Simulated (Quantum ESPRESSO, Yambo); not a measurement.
An input for Yambo 5.3.0 (NbInO4 (P2/c)):

```
HF_and_locXC
gw0
dyson
ppa
em1d
rim_cut
RandQpts= 1000000
RandGvec= 1 RL
EXXRLvcs= 80 Ry
VXCRLvcs= 320 Ry
Chimod= "HARTREE"
% BndsRnXp
 1 | 336 |
%
NGsBlkXp= 11 Ry
% LongDrXp
 1 | 1 | 1 |
%
% GbndRnge
 1 | 336 |
%
DysSolver= "n"
ExtendOut
PPAPntXp= 27.21138 eV
% QPkrange
 9 | 9 | 57 | 60 |
 6 | 6 | 57 | 60 |
 1 | 1 | 57 | 60 |
%
```

```sh
OMP_NUM_THREADS=2 mpirun -n 4 yambo -F gw12.in -J gw12 -C gw12 > gw12.log
```

The stored states that it reads are on a 4×2×2 mesh. Symmetry: P2/c, No. 13, monoclinic system. The conventional cell has a = 4.835 Å, b = 5.771 Å, c = 5.144 Å, α = 90.00°, β = 91.13°, γ = 90.00°. Nb has 6 O at 1.88 to 2.13 Å nearest. Nearest to In lie 6 O at 2.11 to 2.23 Å. Nearest to O lie 1 Nb at 1.88 Å and 2 In at 2.14 to 2.23 Å. O has 2 Nb at 1.97 to 2.13 Å and 1 In at 2.11 Å nearest. Farther neighbours and most contacts between anions are not listed.

Q: How long will it take on 4 MPI ranks of Arm Neoverse V2, shared host, and how much memory?

It took 12 min; on shared hardware allow 6 min to 24 min. Peak host memory was 5.8 GiB.

The screening grows as filled bands × empty bands × pairs of k points, times the square of the screening basis for the matrix.

[Paths, hosts, dates, memory and timing lines, banners, echoed tables and standing remarks are left out of the program output.]

[Logs are printed without paths, hosts, clocks, repeated set-up lines and the standing remarks that a program may print on its own settings, such as how far it seeks lower states.]

[Runs of the session that timed out or met a known fault of the program may be left out.]

[Hosts, paths, dates, database ids (printed as entryN), source tags and the programs' standing remarks are cut or masked in the printed files.]
